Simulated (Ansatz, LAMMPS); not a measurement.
# Amorphous 31Ga2O3-69TiO2 (mol %) (116 atoms) under strain

How stiff is amorphous 31Ga2O3-69TiO2 (mol %) (116 atoms), and how do its levels respond to strain?

Calculated with Ansatz 0.2.0; Kohn-Sham DFT, PBE, PAW (set soft_1), plane waves.

## (1) The structure

The cell holds 116 atoms: 20 Ga, 22 Ti and 74 O. Cell: a = 11.021 Å, b = 11.021 Å, c = 11.021 Å, α = 90.0°, β = 90.0°, γ = 90.0°. 116 atoms (20 Fe, 22 Ti, 74 O) placed at random at 3.92 g/cm³, melted at 5000 K for 10 ps at fixed volume with the Morse and Coulomb pair potential with partial charges (Pedone, Malavasi, Menziani, Cormack and Segre, J. Phys. Chem. B 110, 11780 (2006)). Quenched from 5000 K to 300 K at 20 K/ps and fixed volume, held 10 ps at zero pressure, then minimised at fixed cell. Then Fe was replaced by Ga and the cell scaled by 1.006 (the potential has no terms for the new elements, so the cell is a start for a DFT relaxation).

What the set-up can't give: The quench rate of 20 K/ps far exceeds what a furnace or splat quench reaches, so expect more defects and frozen-in strain than in a real sample. The network of bonds at the start is that of the classical potential that made the cell, and needn't be the one that DFT or experiment would give. Only the Γ point is sampled.

## (2) Single point at the start

A single point comes first, to see the forces before anything moves.

Input file input.yaml:

```yaml
crystal:
  lattice:
    - [11.02051, 0.0, 0.0]
    - [0.0, 11.02051, 0.0]
    - [0.0, 0.0, 11.02051]
  atoms:
    - { symbol: Ga, position: [0.72957, 0.78158, 0.47727] }
    - { symbol: Ga, position: [0.59774, 0.32151, 0.22836] }
    - { symbol: Ga, position: [0.35816, 0.22845, 0.08748] }
    - { symbol: Ga, position: [0.06545, 0.79014, 0.54044] }
    - { symbol: Ga, position: [0.6185, 0.59228, 0.32533] }
    - { symbol: Ga, position: [0.11368, 0.05828, 0.06439] }
    - { symbol: Ga, position: [0.05658, 0.09804, 0.41401] }
    - { symbol: Ga, position: [0.63359, 0.87886, 0.99542] }
    - { symbol: Ga, position: [0.58675, 0.31458, 0.48504] }
    - { symbol: Ga, position: [0.84297, 0.42493, 0.47762] }
    - { symbol: Ga, position: [0.5606, 0.82039, 0.72186] }
    - { symbol: Ga, position: [0.02608, 0.51958, 0.68192] }
    - { symbol: Ga, position: [0.6856, 0.60731, 0.95625] }
    - { symbol: Ga, position: [0.33866, 0.91302, 0.90292] }
    - { symbol: Ga, position: [0.31448, 0.39024, 0.60485] }
    - { symbol: Ga, position: [0.37081, 0.94939, 0.17492] }
    - { symbol: Ga, position: [0.47766, 0.09067, 0.64454] }
    - { symbol: Ga, position: [0.11854, 0.30243, 0.24764] }
    - { symbol: Ga, position: [0.01656, 0.29168, 0.98486] }
    - { symbol: Ga, position: [0.22704, 0.9876, 0.5931] }
    - { symbol: Ti, position: [0.35685, 0.17543, 0.37148] }
    - { symbol: Ti, position: [0.0579, 0.54923, 0.37086] }
    - { symbol: Ti, position: [0.76241, 0.05958, 0.55409] }
    - { symbol: Ti, position: [0.82838, 0.76697, 0.73406] }
    - { symbol: Ti, position: [0.60645, 0.56334, 0.6326] }
    - { symbol: Ti, position: [0.84054, 0.77557, 0.19886] }
    - { symbol: Ti, position: [0.35861, 0.47253, 0.3382] }
    - { symbol: Ti, position: [0.1057, 0.81562, 0.82701] }
    - { symbol: Ti, position: [0.87599, 0.03245, 0.85223] }
    - { symbol: Ti, position: [0.13231, 0.60034, 0.03994] }
    - { symbol: Ti, position: [0.86139, 0.22144, 0.28782] }
    - { symbol: Ti, position: [0.30562, 0.66518, 0.65501] }
    - { symbol: Ti, position: [0.05598, 0.23337, 0.69911] }
    - { symbol: Ti, position: [0.43327, 0.66489, 0.08611] }
    - { symbol: Ti, position: [0.64487, 0.00314, 0.24489] }
    - { symbol: Ti, position: [0.43351, 0.85252, 0.44229] }
    - { symbol: Ti, position: [0.62312, 0.16008, 0.94736] }
    - { symbol: Ti, position: [0.79846, 0.39674, 0.80588] }
    - { symbol: Ti, position: [0.38004, 0.47574, 0.89653] }
    - { symbol: Ti, position: [0.85306, 0.4872, 0.12403] }
    - { symbol: Ti, position: [0.14223, 0.83061, 0.2816] }
    - { symbol: Ti, position: [0.32698, 0.17219, 0.83048] }
    - { symbol: O, position: [0.13464, 0.65596, 0.65212] }
    - { symbol: O, position: [0.70472, 0.53973, 0.49569] }
    - { symbol: O, position: [0.5107, 0.13758, 0.82942] }
    - { symbol: O, position: [0.97464, 0.52964, 0.5087] }
    - { symbol: O, position: [0.36302, 0.2387, 0.6786] }
    - { symbol: O, position: [0.72813, 0.02688, 0.92874] }
    - { symbol: O, position: [0.7115, 0.75981, 0.86763] }
    - { symbol: O, position: [0.72761, 0.14201, 0.23022] }
    - { symbol: O, position: [0.6884, 0.72413, 0.64104] }
    - { symbol: O, position: [0.88211, 0.12691, 0.46207] }
    - { symbol: O, position: [0.36513, 0.1148, 0.21805] }
    - { symbol: O, position: [0.32408, 0.01913, 0.74264] }
    - { symbol: O, position: [0.31121, 0.50481, 0.75366] }
    - { symbol: O, position: [0.54884, 0.00569, 0.09262] }
    - { symbol: O, position: [0.88424, 0.32069, 0.14505] }
    - { symbol: O, position: [0.42191, 0.60064, 0.23483] }
    - { symbol: O, position: [0.34905, 0.32674, 0.44547] }
    - { symbol: O, position: [0.18322, 0.46536, 0.3089] }
    - { symbol: O, position: [0.35866, 0.31921, 0.92452] }
    - { symbol: O, position: [0.50778, 0.88128, 0.86625] }
    - { symbol: O, position: [0.74385, 0.32264, 0.37769] }
    - { symbol: O, position: [0.54362, 0.72312, 0.43786] }
    - { symbol: O, position: [0.99156, 0.12756, 0.24215] }
    - { symbol: O, position: [0.72996, 0.25998, 0.86988] }
    - { symbol: O, position: [0.12548, 0.37497, 0.63582] }
    - { symbol: O, position: [0.31324, 0.83504, 0.32113] }
    - { symbol: O, position: [0.32665, 0.08322, 0.97926] }
    - { symbol: O, position: [0.75362, 0.71162, 0.32122] }
    - { symbol: O, position: [0.35966, 0.05733, 0.48865] }
    - { symbol: O, position: [0.47592, 0.66246, 0.68715] }
    - { symbol: O, position: [0.18377, 0.95842, 0.17886] }
    - { symbol: O, position: [0.82578, 0.36984, 0.63985] }
    - { symbol: O, position: [0.10674, 0.89129, 0.67974] }
    - { symbol: O, position: [0.52292, 0.92273, 0.59066] }
    - { symbol: O, position: [0.05231, 0.46091, 0.0554] }
    - { symbol: O, position: [0.08107, 0.67744, 0.91072] }
    [... 32 atom lines left out ...]
    - { symbol: O, position: [0.3147, 0.81032, 0.56051] }
    - { symbol: O, position: [0.69001, 0.48348, 0.18466] }
    - { symbol: O, position: [0.93483, 0.54087, 0.26312] }
    - { symbol: O, position: [0.52668, 0.20353, 0.35817] }
    - { symbol: O, position: [0.12004, 0.13281, 0.58354] }
    - { symbol: O, position: [0.51542, 0.93323, 0.31427] }
kpoints:
  mp_grid: { grid: [1, 1, 1] }
hamiltonian:
  xc: pbe
  pseudopotentials: { kind: paw, azcp: { folder: soft_1 } }
scf:
  occupations: { method: fixed }
output:
  forces: true
```

Run with:

```console
ansatz run input.yaml --threads 4 --pin off --max-ram 8192MiB --backend cpu --events-out ev --progress --plain --runs-dir out
```

Numbers of over 12 decimals in the logs are rounded to 6 here.

The log of the run:

```text
Engine: ansatz 0.2.0, x86_64-unknown-linux-gnu
Pseudopotentials: kind: paw
Pseudopotential: Ga, paw, valence charge 13, recommended cutoff 420 eV (normal), soft_1/Ga.paw.azcp
Pseudopotential: Ti, paw, valence charge 12, recommended cutoff 420 eV (normal), soft_1/Ti.paw.azcp
Pseudopotential: O, paw, valence charge 6, recommended cutoff 420 eV (normal), soft_1/O.paw.azcp
[... 5 lines on functional and potentials left out ...]
Crystal: 116 atoms, lattice volume = 1338.459 Å³
Basis set: ecut = 420 eV, 26145 PW (Γ), exchange–correlation on 150×150×150 points (8 copies of the dense FFT grid, shifted against one another)
Bands: 600, of which v1, the nominal top of the filled ones, is band 484 counted from 1 (483 counted from 0)
Symmetry: 1 space group operations
Space group: P1 (ITA 1), of the structure as read, at distance tolerance 1.1e-4 Å
k-points: 1
[... 7 lines on functional and potentials left out ...]
Initial density: superposition of atomic densities (chi_scale 0.1, normalization cell, long waves kept (reshape's long-wave potential 0.11 eV rms))
Initial wavefunctions: pseudopotential atomic-orbital guess
Functional: x = pbe(κ = 0.804, μ = 0.219515), c = pbe(β = 0.066725)
SCF iter   1: F=—  HF=-172753.266102 eV  |F-HF|=—  |Δ(HF+E_count)|=         —  Δρ=9.23e-2  dr2=8.28e1  ethr=3.10e-3  ⟨swp⟩=3.0  Hψ=1561  notcnv=0  defer=108
preconditioner: auto → Resta (q_TF=auto, 2.585 Å⁻¹)  ε∞=6.1  [insulator: Δε(μ)=2.449 eV  Ē_g=12.609 eV  n_scr=388 (ndim 8)  ℏωp=28.6 eV  f_vac=0.016  ε∞_Penn≈6.1]
SCF iter   2: F=—  HF=-172734.965244 eV  |F-HF|=—  |Δ(HF+E_count)|=    1.83e1  Δρ=4.44e-2  dr2=1.94e1  ethr=3.10e-3  ⟨swp⟩=2.0  Hψ=994  notcnv=0  defer=102
SCF iter   3: F=—  HF=-172731.119720 eV  |F-HF|=—  |Δ(HF+E_count)|=    3.85e0  Δρ=2.09e-2  dr2=6.29e0  ethr=2.00e-3  ⟨swp⟩=3.0  Hψ=1510  notcnv=0  defer=112
SCF iter   4: F=—  HF=-172730.220414 eV  |F-HF|=—  |Δ(HF+E_count)|=   8.99e-1  Δρ=7.65e-3  dr2=8.75e-1  ethr=6.49e-4  ⟨swp⟩=3.0  Hψ=1593  notcnv=0  defer=109
SCF iter   5: F=—  HF=-172730.351695 eV  |F-HF|=—  |Δ(HF+E_count)|=   1.31e-1  Δρ=4.39e-3  dr2=2.81e-1  ethr=9.04e-5  ⟨swp⟩=4.0  Hψ=942  notcnv=0  defer=114
SCF iter   6: F=—  HF=-172730.397426 eV  |F-HF|=—  |Δ(HF+E_count)|=   4.57e-2  Δρ=2.13e-3  dr2=7.62e-2  ethr=2.90e-5  ⟨swp⟩=4.0  Hψ=973  notcnv=0  defer=114
SCF iter   7: F=—  HF=-172730.413282 eV  |F-HF|=—  |Δ(HF+E_count)|=   1.59e-2  Δρ=9.01e-4  dr2=1.35e-2  ethr=7.87e-6  ⟨swp⟩=2.0  Hψ=1132  notcnv=0  defer=110
SCF iter   8: F=—  HF=-172730.417391 eV  |F-HF|=—  |Δ(HF+E_count)|=   4.11e-3  Δρ=4.19e-4  dr2=2.99e-3  ethr=1.39e-6  ⟨swp⟩=2.0  Hψ=926  notcnv=0  defer=114
SCF iter   9: F=—  HF=-172730.420527 eV  |F-HF|=—  |Δ(HF+E_count)|=   3.14e-3  Δρ=3.05e-4  dr2=1.44e-3  ethr=3.09e-7  ⟨swp⟩=2.0  Hψ=879  notcnv=0  defer=114
SCF iter  10: F=—  HF=-172730.420858 eV  |F-HF|=—  |Δ(HF+E_count)|=   3.31e-4  Δρ=1.06e-4  dr2=1.96e-4  ethr=1.49e-7  ⟨swp⟩=2.0  Hψ=947  notcnv=0  defer=113
SCF iter  11: F=—  HF=-172730.420929 eV  |F-HF|=—  |Δ(HF+E_count)|=   7.14e-5  Δρ=5.11e-5  dr2=4.84e-5  ethr=2.03e-8  ⟨swp⟩=2.0  Hψ=836  notcnv=0  defer=108
SCF iter  12: F=—  HF=-172730.418495 eV  |F-HF|=—  |Δ(HF+E_count)|=   2.43e-3  Δρ=3.86e-5  dr2=2.42e-5  ethr=5.00e-9  ⟨swp⟩=2.0  Hψ=1084  notcnv=0  defer=109
SCF iter  13: F=—  HF=-172730.418504 eV  |F-HF|=—  |Δ(HF+E_count)|=   9.38e-6  Δρ=1.90e-5  dr2=6.24e-6  ethr=2.50e-9  ⟨swp⟩=2.0  Hψ=838  notcnv=0  defer=109
SCF iter  14: F=—  HF=-172730.418507 eV  |F-HF|=—  |Δ(HF+E_count)|=   2.23e-6  Δρ=7.64e-6  dr2=1.15e-6  ethr=6.45e-10  ⟨swp⟩=2.0  Hψ=842  notcnv=0  defer=109
SCF iter  15: F=—  HF=-172730.418507 eV  |F-HF|=—  |Δ(HF+E_count)|=   4.06e-7  Δρ=3.71e-6  dr2=2.79e-7  ethr=1.18e-10  ⟨swp⟩=2.0  Hψ=939  notcnv=0  defer=109
SCF iter  16: F=—  HF=-172730.418507 eV  |F-HF|=—  |Δ(HF+E_count)|=   8.67e-8  Δρ=2.43e-6  dr2=1.02e-7  ethr=1.03e-11  ⟨swp⟩=4.0  Hψ=1579  notcnv=0
SCF iter  17: F=-172730.418507 eV  HF=-172730.418507 eV  |F-HF|=4.26e-8  |Δ(HF+E_count)|=   5.53e-8  Δρ=2.18e-6  dr2=6.72e-8  ethr=1.03e-11  ⟨swp⟩=4.0  Hψ=1573  notcnv=0
SCF 1 converged in 17 iterations: F = -172730.418507 eV  dr2 = 6.72e-8
  greatest PAW one-centre occupation: 0.999 electrons in one spin orbital (limit 2), on the Ti atom at site 31 (counted from 0), in its partial waves of l = 0
SCF converged after 17 iterations
Free energy (F): -172730.418507 eV
Harris-Foulkes:  -172730.418507 eV  (|F-HF|=4.26e-8)
Internal energy: -172730.418507 eV  (E = F + TS)
E sigma→0 (E₀):  -172730.418507 eV
Fermi energy:    7.415407 eV
--- Per-component energies (eV) ---
  E_band       = -6086.451640
  E_kinetic    = 20847.991488
  E_local      = -80599.114303  (includes V_loc(G=0)·N_el)
  E_nonlocal   = 3410.759571
  E_hartree    = 38370.955723
  E_xc         = -9087.775009
  E_vxc        = -11044.799419  (∫ρ·V_xc dr)
  E_paw        = -74951.692908  (= ΣΔE_a)
  E_vpaw       = -15443.253271  (= ΣTr[D̂ρ^β])
  E_aug_tail   = 0.050900  (compensation charges beyond the density's cutoff)
  E_ewald      = -70721.593970
  E_smearing   = -0.000000  (= −TS)
  E_closure    = 0.000000  (closes the sum)
  Σ components = -172730.418507   (vs F -172730.418507, Δ=0.00e0)
--- Forces (eV/Å), atoms counted from 1 ---
  atom   1  Ga     0.49083771     0.90306513     0.09593972
  atom   2  Ga    -0.26015064     0.25035016     0.08802979
  atom   3  Ga     0.58542128     0.66841381     0.21760186
  atom   4  Ga    -1.03222432     0.21374621     0.70138521
  atom   5  Ga     0.38995698    -0.31868984     0.48999779
  atom   6  Ga    -0.43095342    -0.15498045    -0.35773859
  atom   7  Ga    -0.88511551     0.12413400     0.19773897
  atom   8  Ga    -0.55781431    -0.10628232    -0.09592963
  atom   9  Ga     0.19725732    -0.29725296    -0.21310835
  atom  10  Ga    -0.25481643    -0.16900934     0.35879384
  atom  11  Ga    -0.16908471    -0.27509554    -0.52129378
  atom  12  Ga     0.24857448     0.12245373    -0.76041323
  atom  13  Ga    -0.10482857     0.35289579    -0.15093911
  atom  14  Ga    -0.02584935    -0.98902414    -0.96486473
[...]
atom 115  O      0.39497108    -0.62869728    -0.63945101
  atom 116  O     -1.18943569     0.23174484    -0.12147951
  max |Σ_I F_I| component: 5.04e-5 eV/Å
```

Wall time 25 s (4 threads of AMD EPYC 9R14 (Zen 4), shared host); peak memory 2.3 GiB; 95 s of CPU time.

Reading the cycles: dr2 is the Hartree energy of the density residual (eV), the measure of convergence; HF is the Harris–Foulkes estimate of the energy, which meets the free energy F at convergence.

The r.m.s. force at the start is 0.71 eV/Å.

(Part 1 of 5 ends here.)

[Logs are printed without paths, hosts, clocks, repeated set-up lines and the standing remarks that a program may print on its own settings, such as how far it seeks lower states.]

[Hosts, paths, dates, database ids (printed as entryN), source tags and the programs' standing remarks are cut or masked in the printed files.]
